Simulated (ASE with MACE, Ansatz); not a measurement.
# Boundary energy of Σ9 (114)[1-10] symmetric tilt boundary in Mo (52 atoms)

What is the boundary energy of this cell, counted against the bulk crystal, and how far does it hang on functional and mesh?

Calculated with Ansatz 0.2.0: Kohn-Sham DFT, PBE, PAW (set soft_2), plane waves; cutoff 420 eV, fermi-dirac smearing of 0.1 eV.

**The cells**

The cell holds 52 atoms: 52 Mo. Cell: a = 8.938 Å, b = 5.240 Å, c = 20.372 Å, α = 90.0°, β = 90.0°, γ = 64.8°. It derives from Mo. The starting structure: Two grains of Mo, one the mirror image of the other in the boundary plane, two boundaries a cell; of 6 trial joints (lateral shifts, openings, close atoms taken out) the lowest after a short relaxation with the MACE-MP-0b2 potential was kept (shift [0, 0] of the surface cell, opening 0.00 Å, one of each pair under 1.64 Å removed), then its atoms and the cell's length along the normal were relaxed with that potential. Lattice constants are starting values near those of PBE.

The bulk reference is Mo2 in a cell of 2 atoms, 15.777 Å³ an atom.

The input of the single point on the relaxed cell:

```yaml
crystal:
  lattice:
    - [8.93783, 0.0, 0.0]
    - [2.23446, 4.74, 0.0]
    - [0.0, 0.0, 20.37182]
  atoms:
    - { symbol: Mo, position: [0.13666, 0.45248, 0.00094] }
    - { symbol: Mo, position: [0.27613, 0.8958, 0.98484] }
    - { symbol: Mo, position: [0.41863, 0.3252, 0.06896] }
    - { symbol: Mo, position: [0.0543, 0.78285, 0.10419] }
    [... 46 atom lines left out ...]
    - { symbol: Mo, position: [0.66966, 0.32153, 0.60223] }
    - { symbol: Mo, position: [0.80601, 0.77622, 0.5689] }
kpoints:
  mp_grid: { grid: [4, 8, 2] }
hamiltonian:
  xc: pbe
scf:
  occupations: { method: fermi_dirac, width: 0.1 }
output:
  forces: true
  stress: true
  populations: true
  dos:
    method: { smearing: { sigma: 0.08 } }
    de: 0.1
    projected:
      site_lists:
        Mo: [Mo]
        lower_grain: [... 30 sites ...]
        upper_grain: [... 22 sites ...]
  eigenvalues: true
  write_density: true
  write_potential: true
  volumetric_format: npy
```

| cell | formula | k-mesh | relaxation steps | gain on relaxing (eV) | free energy, PBE (eV) | time of its runs on this page |
| --- | --- | --- | --- | --- | --- | --- |
| Sigma9 (114)[1-10] symmetric tilt boundary in Mo | Mo52 | 4×8×2 (relaxed on 3×5×1) | 9 | 0.82 | -257703.159 | 93 s |
| bulk Mo | Mo2 | 17×17×17 | - | - | -9912.065 | 8.9 s |

**Boundary energy**

The excess is the cell's free energy less 26 times that of the bulk cell. It is divided by twice the area, as the cell holds two boundaries, so the value is their mean, and they need not be alike (42.37 Å²), with 1 eV/Å² = 16.022 J/m².

```
           level  k-mesh  excess (eV)  boundary energy (J/m²)  per area (meV/Å²)
             PBE   4×8×2       10.535                   1.992              124.3
PBE, denser mesh  6×10×2       10.525                   1.990              124.2
          PBEsol   4×8×2       12.027                   2.274              141.9
```

Worked for the first row at PBE: (-257703.159) − 26 × (-9912.065) = 10.535 eV (from unrounded energies).

Then 10.535 / (2 × 42.37) × 16.022 = 1.992 J/m².

**Findings**

At PBE the boundary energy is 1.99 J/m². At the same geometries the levels give 1.99 (PBE) to 2.27 J/m² (PBEsol) and the denser mesh leaves it within 0.01 J/m². Relaxing the atoms lowered it by 0.155 J/m² from the start (on the 3×5×1 mesh of the relaxation), and the farthest atom moved 0.31 Å.

Limits: The cell edges were held, so the lattice is the typed one for every functional, and the length along the normal is the one that the machine-learned potential gave. Cell and bulk are sampled on unlike meshes, and the error grows with the number of atoms subtracted. These are free energies under a smearing of 0.1 eV, whose entropy term isn't removed. The joint was picked among a few trials by a machine-learned potential, and a lower one may exist.

[Logs are printed without paths, hosts, clocks, repeated set-up lines and the standing remarks that a program may print on its own settings, such as how far it seeks lower states.]

[Hosts, paths, dates, database ids (printed as entryN), source tags and the programs' standing remarks are cut or masked in the printed files.]
